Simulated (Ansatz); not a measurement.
# La on Ni(111): change of the work function, part 3 of 4

Wanted: Δφ(θ) for La/Ni(111), starting from the fcc site.

Ansatz 0.2.0; plane-wave DFT, PBE, Ansatz PAW.

So far, work function, upper face (eV): step 2 (the clean slab) 5.07.

## (3) Adsorbate added, k-mesh 4×4×1, coverage 0.111 ML (continued)

Site moment by element, in μB:

```
element  atoms    mean  spread (r.m.s.)   least  largest
     Ni     36   0.643            0.123   0.259    0.729
     La      1  -0.054            0.000  -0.054   -0.054
```

The atoms farthest from the mean of their element:

```
atom          x, y, z (Å)  site moment (μB)
 Ni8    1.24, 2.19, 15.06             0.259
 Ni4  -0.03, -0.02, 15.06             0.259
Ni16   2.52, -0.02, 15.06             0.259
Ni34    8.71, 5.03, 11.03             0.729
Ni18    4.98, 2.87, 11.03             0.715
 Ni2    1.24, 0.72, 11.03             0.712
Ni22    6.22, 5.03, 11.03             0.711
 Ni6    2.49, 2.87, 11.03             0.711
```

The relaxation took 9 steps and lowered the energy by 2.7 eV; the largest force on the free atoms ends at 0.017 eV/Å.

The covered face has 2.40 eV, -2.67 eV against the clean one; the bare back face has moved by -0.01 eV, a measure of how thin the slab is.

## (4) Adsorbate added, k-mesh 6×6×1, coverage 0.25 ML

System of this step: La/Ni(111). The cell holds 17 atoms: 16 Ni and 1 La. Cell: a = 4.978 Å, b = 4.978 Å, c = 27.155 Å, α = 90.0°, β = 90.0°, γ = 60.0°. Vacuum lies along c.

Another coverage, to see how the dipoles act on each other as their distance changes.

The input, input.yaml:

```yaml
crystal:
  lattice:
    - [4.9780317395, 0.0, 0.0]
    - [2.4890158698, 4.3111019473, 0.0]
    - [0.0, 0.0, 27.1546097803]
  atoms:
    - { symbol: Ni, position: [0.0, 0.0, 0.3314354385], spin: 0.7 }
    - { symbol: Ni, position: [0.1666666667, 0.1666666667, 0.4062762468], spin: 0.72 }
    - { symbol: Ni, position: [0.3333333333, 0.3333333333, 0.4808681612], spin: 0.72 }
    - { symbol: Ni, position: [0.0, 0.0, 0.5547112021], spin: 0.7 }
    - { symbol: Ni, position: [0.0, 0.5, 0.3314354385], spin: 0.7 }
    - { symbol: Ni, position: [0.1666666667, 0.6666666667, 0.4062762468], spin: 0.72 }
    - { symbol: Ni, position: [0.3333333333, 0.8333333333, 0.4808681612], spin: 0.72 }
    - { symbol: Ni, position: [0.0, 0.5, 0.5547112021], spin: 0.7 }
    - { symbol: Ni, position: [0.5, 0.0, 0.3314354385], spin: 0.7 }
    - { symbol: Ni, position: [0.6666666667, 0.1666666667, 0.4062762468], spin: 0.72 }
    - { symbol: Ni, position: [0.8333333333, 0.3333333333, 0.4808681612], spin: 0.72 }
    - { symbol: Ni, position: [0.5, 0.0, 0.5547112021], spin: 0.7 }
    - { symbol: Ni, position: [0.5, 0.5, 0.3314354385], spin: 0.7 }
    - { symbol: Ni, position: [0.6666666667, 0.6666666667, 0.4062762468], spin: 0.72 }
    - { symbol: Ni, position: [0.8333333333, 0.8333333333, 0.4808681612], spin: 0.72 }
    - { symbol: Ni, position: [0.5, 0.5, 0.5547112021], spin: 0.7 }
    - { symbol: La, position: [0.1666666667, 0.1666666667, 0.6685645615] }
magnetization:
  spin_polarized: true
kpoints:
  mp_grid: { grid: [6, 6, 1] }
hamiltonian:
  xc: pbe
scf:
  occupations: { method: fermi_dirac, width: 0.1 }
  convergence: { dr2_threshold: 1.0e-08 }
efield:
  axis: 3
  dipole_correction: true
  ramp_position: 0.97
  ramp_width: 0.06
relax:
  f_tol: 0.02
  max_steps: 60
  constraints: [{ sites: [0, 1, 4, 5, 8, 9, 12, 13] }]
output:
  dos: { projected: true, e_range: [-8, 4] }
  write_potential: true
  write_density: true
  volumetric_format: npy
  elf: true
```

Started as:

```
$ ansatz run input.yaml --threads 4 --pin off --max-ram 16384MiB --backend cpu --events-out ev --progress --plain --runs-dir out
```

Output:

```text
La: projections on atomic orbitals take those of the free atom [Kr 4d10] 4f0 5s2 5p6 5d1 6s2, of charge +0.00 (hamiltonian.pseudopotentials.projection_atoms); the dataset's partial waves leave at most 1.9e-5 of an orbital's norm unspanned inside its sphere
[...]
Crystal: 17 atoms, lattice volume = 582.760 Å³
Basis set: ecut = 420 eV, 11389 PW (Γ), exchange–correlation on 72×72×384 points (8 copies of the dense FFT grid, shifted against one another)
Bands: 187, of which v1, the nominal top of the filled ones, is band 150 counted from 1 (149 counted from 0)
Symmetry: 6 space group operations
k-points: 7 of 36 (time reversal used)
[...]
Starting moments: Σ|m| = 11.36 μB on 16 of 17 sites
[...]
SCF iter   1: F=—  HF=-99667.348137 eV  |F-HF|=—  |Δ(HF+E_count)|=         —  Δρ=1.90e-2 (↑1.31e-2 ↓1.90e-2)  dr2=8.31e1  dr2_m=5.17e-1  M=11.198 μB ∫|m|=11.851 μB  β_m=1.00  ethr=3.10e-3  p=0.000 e·Å  D=2.24e-6 V/Å  ΔV_dip=-0.00 eV  dr2_dipole=2.81e1  V_vac-E_F(+/−)=6.90/6.90 eV  ⟨swp⟩=8.1  Hψ=12138  notcnv=0  defer=113
[...]
SCF iter  34: F=-99680.851964 eV  HF=-99680.851964 eV  |F-HF|=6.11e-10  |Δ(HF+E_count)|=   1.10e-8  Δρ=2.62e-7 (↑2.62e-7 ↓2.38e-7)  dr2=1.70e-9  dr2_m=2.72e-10  M=9.793 μB ∫|m|=11.878 μB  ethr=3.27e-12  p=0.257 e·Å  D=8.00e-2 V/Å  ΔV_dip=-2.17 eV  dr2_dipole=6.15e-10  V_vac-E_F(+/−)=2.90/5.07 eV  ⟨swp⟩=13.8  Hψ=19760  notcnv=0
SCF 1 converged in 34 iterations: F = -99680.851964 eV  dr2 = 1.70e-9
[...]
relax step   1: F+E_penalty+E_count = -99680.85196448 eV  Δ(F+E_penalty+E_count) = +0.000e0 eV  max|allowed force component| = 2.117e0 eV/Å  Δτ_max = 0.0000 Å  (34 SCF iters, accepted)
[...]
SCF iter  18: F=-99681.327590 eV  HF=-99681.327590 eV  |F-HF|=1.51e-9  |Δ(HF+E_count)|=   4.95e-9  Δρ=3.27e-7 (↑1.26e-7 ↓3.27e-7)  dr2=4.78e-9  dr2_m=1.28e-10  M=9.580 μB ∫|m|=11.643 μB  ethr=1.97e-12  p=0.258 e·Å  D=8.01e-2 V/Å  ΔV_dip=-2.17 eV  dr2_dipole=6.84e-10  V_vac-E_F(+/−)=2.90/5.07 eV  ⟨swp⟩=10.9  Hψ=18127  notcnv=0
SCF 2 converged in 18 iterations: F = -99681.327590 eV  dr2 = 4.78e-9
[...]
relax step   2: F+E_penalty+E_count = -99681.32759030 eV  Δ(F+E_penalty+E_count) = -4.756e-1 eV  max|allowed force component| = 2.283e0 eV/Å  Δτ_max = 0.1949 Å  (18 SCF iters, accepted)
SCF iter   1: F=—  HF=-99681.900779 eV  |F-HF|=—  |Δ(HF+E_count)|=         —  Δρ=4.37e-3 (↑3.15e-3 ↓4.37e-3)  dr2=4.05e-1  dr2_m=5.69e-2  M=9.381 μB ∫|m|=11.368 μB  β_m=1.00  ethr=1.01e-3  p=0.258 e·Å  D=8.01e-2 V/Å  ΔV_dip=-2.17 eV  dr2_dipole=6.91e-7  V_vac-E_F(+/−)=2.91/5.08 eV  ⟨swp⟩=5.4  Hψ=6372  notcnv=0  defer=101
[...]
SCF iter  17: F=-99681.851605 eV  HF=-99681.851605 eV  |F-HF|=2.02e-9  |Δ(HF+E_count)|=   4.92e-9  Δρ=7.46e-7 (↑3.02e-7 ↓7.46e-7)  dr2=6.62e-9  dr2_m=5.81e-10  M=9.320 μB ∫|m|=11.247 μB  ethr=3.34e-12  p=0.263 e·Å  D=8.18e-2 V/Å  ΔV_dip=-2.22 eV  dr2_dipole=5.50e-11  V_vac-E_F(+/−)=2.85/5.07 eV  ⟨swp⟩=10.9  Hψ=18222  notcnv=0
SCF 3 converged in 17 iterations: F = -99681.851605 eV  dr2 = 6.62e-9
relax step   3: F+E_penalty+E_count = -99681.85160525 eV  Δ(F+E_penalty+E_count) = -5.240e-1 eV  max|allowed force component| = 2.307e0 eV/Å  Δτ_max = 0.1939 Å  (17 SCF iters, accepted)
[...]
relax step   4: F+E_penalty+E_count = -99682.32927337 eV  Δ(F+E_penalty+E_count) = -4.777e-1 eV  max|allowed force component| = 1.961e0 eV/Å  Δτ_max = 0.1935 Å  (18 SCF iters, accepted)
[...]
relax step   5: F+E_penalty+E_count = -99682.65353417 eV  Δ(F+E_penalty+E_count) = -3.243e-1 eV  max|allowed force component| = 9.824e-1 eV/Å  Δτ_max = 0.1956 Å  (16 SCF iters, accepted)
[...]
relax step   6: F+E_penalty+E_count = -99682.73933385 eV  Δ(F+E_penalty+E_count) = -8.580e-2 eV  max|allowed force component| = 4.041e-1 eV/Å  Δτ_max = 0.2000 Å  (16 SCF iters, accepted)
[...]
relax step   7: F+E_penalty+E_count = -99682.77566501 eV  Δ(F+E_penalty+E_count) = -3.633e-2 eV  max|allowed force component| = 2.728e-1 eV/Å  Δτ_max = 0.0463 Å  (15 SCF iters, accepted)
[...]
relax step   8: F+E_penalty+E_count = -99682.78012110 eV  Δ(F+E_penalty+E_count) = -4.456e-3 eV  max|allowed force component| = 2.276e-2 eV/Å  Δτ_max = 0.0323 Å  (16 SCF iters, accepted)
SCF iter   1: F=—  HF=-99682.780200 eV  |F-HF|=—  |Δ(HF+E_count)|=         —  Δρ=2.41e-4 (↑1.83e-4 ↓2.41e-4)  dr2=3.50e-4  dr2_m=1.15e-4  M=8.418 μB ∫|m|=9.968 μB  β_m=1.00  ethr=2.57e-6  p=0.313 e·Å  D=9.71e-2 V/Å  ΔV_dip=-2.64 eV  dr2_dipole=1.64e-5  V_vac-E_F(+/−)=2.43/5.07 eV  ⟨swp⟩=2.1  Hψ=4744  notcnv=0  defer=111
[...]
SCF iter  12: F=-99682.780273 eV  HF=-99682.780273 eV  |F-HF|=1.63e-9  |Δ(HF+E_count)|=   1.40e-9  Δρ=5.72e-7 (↑2.70e-7 ↓5.72e-7)  dr2=3.41e-9  dr2_m=2.47e-10  M=8.415 μB ∫|m|=9.963 μB  ethr=1.20e-12  p=0.312 e·Å  D=9.70e-2 V/Å  ΔV_dip=-2.63 eV  dr2_dipole=3.58e-11  V_vac-E_F(+/−)=2.44/5.07 eV  ⟨swp⟩=9.3  Hψ=17983  notcnv=0
SCF 9 converged in 12 iterations: F = -99682.780273 eV  dr2 = 3.41e-9
relax step   9: F+E_penalty+E_count = -99682.78027263 eV  Δ(F+E_penalty+E_count) = -1.515e-4 eV  max|allowed force component| = 3.396e-3 eV/Å  Δτ_max = 0.0084 Å  (12 SCF iters, accepted)
[...]
SCF converged after 12 iterations
Magnetization: 8.4148 μB (153.7074 up, 145.2926 down)
Absolute magnetization: 9.9735 μB (∫|ρ↑−ρ↓|, with the PAW one-centre terms)
[...]
Per-site moments (μB) at R_I (Å): [(0.710664, 1.026719), (0.713136, 1.026719), (0.613831, 1.020780), (0.196675, 1.004145), (0.710664, 1.026719), (0.718024, 1.007718), (0.613831, 1.020780), (0.196675, 1.004145), (0.710664, 1.026719), (0.718024, 1.007718), (0.613831, 1.020780), (0.196675, 1.004145), (0.705541, 1.026719), (0.718024, 1.007718), (0.608874, 1.007718), (0.346853, 1.028146), (-0.032908, 1.047131)]
Free energy (F): -99682.780273 eV
[...]
Internal energy: -99681.861761 eV  (E = F + TS)
E sigma→0 (E₀):  -99682.321017 eV
Entropy (-TS):   -0.918511 eV (-54.030 meV/atom)
Fermi energy:    3.853949 eV
Dipole field:    D = 0.097026 V/Å  (p = 0.312475 e·Å, saw-weighted, corrected)
Work function:   Φ+ = 2.4354 eV   Φ− = 5.0701 eV
[...]
--- Forces (eV/Å), atoms counted from 1 ---
  atom   1  Ni     0.00366426     0.00211556     0.15017505
  atom   2  Ni    -0.00000000    -0.00000000    -0.03227278
  atom   3  Ni     0.00247696     0.00143007    -0.00200520
  atom   4  Ni     0.00294131     0.00169817     0.00084644
  atom   5  Ni    -0.00000000    -0.00423112     0.15017505
  atom   6  Ni     0.05918111    -0.03416823    -0.20136664
  atom   7  Ni    -0.00000000    -0.00286015    -0.00200520
  atom   8  Ni    -0.00000000    -0.00339634     0.00084644
  atom   9  Ni    -0.00366426     0.00211556     0.15017505
  atom  10  Ni     0.00000000     0.06833646    -0.20136664
  atom  11  Ni    -0.00247696     0.00143007    -0.00200520
  atom  12  Ni    -0.00294131     0.00169817     0.00084644
  atom  13  Ni     0.00000000    -0.00000000     0.18449826
  atom  14  Ni    -0.05918111    -0.03416823    -0.20136664
  atom  15  Ni     0.00000000     0.00000000     0.00139744
  atom  16  Ni    -0.00000000    -0.00000000     0.00216875
  atom  17  La     0.00000000    -0.00000000     0.00125235
  max |Σ_I F_I| component: 7.05e-6 eV/Å
--- Band table (eV; the first three rows and the last of 14) ---
  k-point 0 ↑: bands = [... 146 lower, 3.4463, 3.4463, 3.4476, 3.6387, 3.6487, 3.6660, 3.6660, 3.9932, ... 33 higher]
  k-point 1 ↑: bands = [... 146 lower, 3.3198, 3.3460, 3.3549, 3.4085, 3.4442, 3.4866, 3.5523, 4.0691, ... 33 higher]
  k-point 2 ↑: bands = [... 146 lower, 3.2014, 3.2380, 3.2751, 3.3037, 3.3360, 3.3382, 3.3808, 3.9357, ... 33 higher]
  k-point 6 ↓: bands = [... 146 lower, 3.8353, 3.8489, 3.8754, 3.8816, 3.8933, 3.9098, 3.9189, 3.9470, ... 33 higher]
--- Relaxed structure (9 steps of the walk, 9 accepted, 0 SCFs on fresh bases) ---
  F+E_penalty+E_count = -99682.78027263 eV   max|allowed force component| = 3.396e-3 eV/Å
  atoms:
    - { symbol: Ni, position: [-1.795949e-17, -1.795949e-17, 0.3314354385] }
    - { symbol: Ni, position: [0.166667, 0.166667, 0.406276] }
    - { symbol: Ni, position: [0.334297, 0.334297, 0.481437] }
    - { symbol: Ni, position: [-0.00366438, -0.00366438, 0.555652] }
    - { symbol: Ni, position: [0.0, 0.500000, 0.3314354385] }
    - { symbol: Ni, position: [0.166667, 0.666667, 0.406276] }
    - { symbol: Ni, position: [0.334297, 0.831405, 0.481437] }
    - { symbol: Ni, position: [-0.00366438, 0.507329, 0.555652] }
    - { symbol: Ni, position: [0.500000, -1.795949e-17, 0.3314354385] }
    - { symbol: Ni, position: [0.666667, 0.166667, 0.406276] }
    - { symbol: Ni, position: [0.831405, 0.334297, 0.481437] }
    - { symbol: Ni, position: [0.507329, -0.00366438, 0.555652] }
    - { symbol: Ni, position: [0.500000, 0.500000, 0.3314354385] }
    - { symbol: Ni, position: [0.666667, 0.666667, 0.406276] }
    - { symbol: Ni, position: [0.833333, 0.833333, 0.479030] }
    - { symbol: Ni, position: [0.500000, 0.500000, 0.560344] }
    - { symbol: La, position: [0.166667, 0.166667, 0.631902] }
```

Run time: 17 min. Hardware: 4 threads of Arm Neoverse V1, shared host; peak memory 3.2 GiB.

The steps of the relaxation:

```
step  energy less that of the first step (eV)  largest force component (eV/Å)
   1                                   0.0000                          2.1171
   2                                  -0.4756                          2.2835
   3                                  -0.9996                          2.3071
   4                                  -1.4773                          1.9610
   5                                  -1.8016                          0.9824
   6                                  -1.8874                          0.4041
   7                                  -1.9237                          0.2728
   8                                  -1.9282                          0.0228
   9                                  -1.9283                          0.0034
```

Forces are held to the 6 operations that the program found; a distortion that breaks them can't arise in this run.

The atoms that moved most (Å):

```
atom      dx      dy      dz  length
La17   0.000   0.000  -0.996   0.996
Ni16   0.000   0.000   0.153   0.153
Ni15   0.000   0.000  -0.050   0.050
 Ni4  -0.027  -0.016   0.026   0.041
Ni12   0.027  -0.016   0.026   0.041
 Ni8   0.000   0.032   0.026   0.041
 Ni7   0.000  -0.008   0.015   0.018
Ni11  -0.007   0.004   0.015   0.018
```

The relaxed structure:

```xyz
17
Lattice="4.9780 0.0000 0.0000 2.4890 4.3111 0.0000 0.0000 0.0000 27.1546" Properties=species:S:1:pos:R:3
Ni    0.0000    0.0000    9.0000
Ni    1.2445    0.7185   11.0323
Ni    2.4962    1.4412   13.0732
Ni   -0.0274   -0.0158   15.0885
Ni    1.2445    2.1556    9.0000
Ni    2.4890    2.8741   11.0323
Ni    3.7335    3.5843   13.0732
Ni    1.2445    2.1871   15.0885
Ni    2.4890    0.0000    9.0000
Ni    3.7335    0.7185   11.0323
Ni    4.9708    1.4412   13.0732
Ni    2.5164   -0.0158   15.0885
Ni    3.7335    2.1556    9.0000
Ni    4.9780    2.8741   11.0323
Ni    6.2225    3.5926   13.0079
Ni    3.7335    2.1556   15.2159
La    1.2445    0.7185   17.1590
```

Read from the output:

```
energy at zero smearing        : -99682.3210 eV
total moment                   : 8.415 μB
work function, upper face      : 2.435 eV
work function, lower face      : 5.070 eV
dipole along the normal        : 0.3125 e·Å
step between the vacuum levels : -2.635 eV
```

Running mean over 2.032 Å of the planar mean; the ramp of the sawtooth is left out. The electron's electrostatic potential energy less the Fermi level by z:

z (Å), electron's electrostatic potential energy less the Fermi level (eV) and a bar from the least value:
```
        4        5.1 ##############################
        5        5.1 ##############################
        6        5.0 ##############################
        7        4.4 #############################
        8       -3.2 ##############
        9      -10.0 #
       10      -10.3 
       11      -10.4 
       12      -10.4 
       13      -10.3 
       14      -10.0 #
       15      -10.3 
       16       -8.0 #####
       17       -4.0 #############
       18       -2.4 ###############
       19        1.1 ######################
       20        2.2 ########################
       21        2.4 #########################
       22        2.4 #########################
       23        2.4 #########################
       24        2.4 #########################
```

The density of states has structure finer than the step of the table below, so its rows give means over 0.25 eV. Peaks (eV: height): total -2.440: 58.6, -2.080: 65.2, -1.110: 62.9, -0.930: 71.1, -0.660: 69.2, -0.570: 60.3, 1.890: 60.4; up -2.470: 32.7, -2.140: 40.4, -2.020: 38.6, -1.860: 34.9, -1.290: 34.8, -0.780: 32.7, -0.660: 43.8; down -2.080: 36.1, -1.470: 34.7, -1.110: 34.4, -0.930: 44.0, -0.750: 33.2, 0.120: 34.8, 1.890: 34.1.

Density of states against energy, zero at the Fermi level; means over each step; values in states/eV a cell:

```
energy (eV)  total     up   down
      -7.75  0.901  0.455  0.446
      -7.50  0.912  0.457  0.455
      -7.25   1.20  0.580  0.619
      -7.00   2.51   1.24   1.27
      -6.75   1.82  0.933  0.892
      -6.50   1.93  0.970  0.964
      -6.25   1.92  0.987  0.931
      -6.00   3.09   1.59   1.50
      -5.75   2.24   1.16   1.08
      -5.50   2.97   1.59   1.38
      -5.25   2.72   1.31   1.41
      -5.00   6.37   4.09   2.28
      -4.75   6.76   3.44   3.31
      -4.50   9.07   6.74   2.33
      -4.25   13.0   6.81   6.15
      -4.00   19.6   12.5   7.10
      -3.75   20.8   13.1   7.71
      -3.50   20.0   10.7   9.28
      -3.25   28.4   15.8   12.6
      -3.00   26.0   12.8   13.3
      -2.75   26.3   15.2   11.2
      -2.50   40.1   23.4   16.8
      -2.25   43.7   27.3   16.4
      -2.00   49.6   26.2   23.5
      -1.75   41.0   17.7   23.3
      -1.50   48.0   21.6   26.4
      -1.25   43.4   24.0   19.4
      -1.00   47.6   26.2   21.4
      -0.75   52.1   28.9   23.3
      -0.50   43.7   20.4   23.3
      -0.25   25.7   5.27   20.4
       0.00   31.0   5.43   25.6
       0.25   24.0   4.90   19.1
       0.50   8.83   2.67   6.16
       0.75   10.5   3.83   6.63
       1.00   9.29   4.61   4.68
       1.25   10.4   5.97   4.47
       1.50   9.72   3.10   6.62
       1.75   18.5   8.82   9.73
```

Projected DOS per atom over height of the atomic layer and energy from the Fermi level. Layers: Ni4 Ni4 Ni4 Ni4 La from below.

Ten even steps from '0' (0.0 states/eV) to '9' (20.2 states/eV), each cell a mean:
```
00009
00001
00001
00000
00000
11110
11110
11110
11110
11110
00010
00000
00000
00000
00000
00000
00000
00000
00000
00000
00000
00000
```
Columns: height of the atomic layer (Å) from 9 to 17.2; rows upwards: energy from the Fermi level (eV) from -7.96 to 1.95.

Projected DOS per atom, spin up over height of the atomic layer and energy from the Fermi level. Layers: Ni4 Ni4 Ni4 Ni4 La from below.

Values in states/eV, 22 rows by 5 columns, each cell a mean:
```
0.1 0.1 0.1 0.1 9.6
0.2 0.2 0.1 0.2 2.0
0.1 0.1 0.2 0.2 1.3
0.1 0.1 0.1 0.2 0.8
0.2 0.2 0.2 0.3 0.5
1.1 1.2 1.6 1.4 0.3
2.0 1.5 1.4 1.5 0.4
1.6 1.1 1.3 1.3 0.6
1.6 1.0 1.1 1.5 0.6
1.8 1.6 1.4 1.6 0.5
0.9 1.1 1.0 1.1 0.3
0.8 0.7 0.8 0.8 0.1
0.6 1.1 1.0 0.5 0.1
0.4 0.8 0.7 0.4 0.1
0.2 0.5 0.4 0.2 0.1
0.2 0.2 0.2 0.2 0.1
0.1 0.1 0.1 0.1 0.0
0.1 0.1 0.1 0.1 0.0
0.1 0.1 0.1 0.1 0.0
0.0 0.1 0.1 0.0 0.0
0.0 0.1 0.1 0.0 0.0
0.0 0.0 0.0 0.0 0.0
```
Columns: height of the atomic layer (Å) from 9 to 17.2; rows upwards: energy from the Fermi level (eV) from -7.96 to 1.95.

(Part 3 of 4 ends here.)

[Long decimals in the printed logs are rounded to 6 places.]

[Logs are printed without paths, hosts, clocks, repeated set-up lines and the standing remarks that a program may print on its own settings, such as how far it seeks lower states.]

[Hosts, paths, dates, database ids (printed as entryN), source tags and the programs' standing remarks are cut or masked in the printed files.]

[Maps of the electrostatic potential energy from Ansatz leave out the sawtooth potential of an applied field or a dipole correction, so their vacuum need not be flat; planar profiles and work functions include it.]
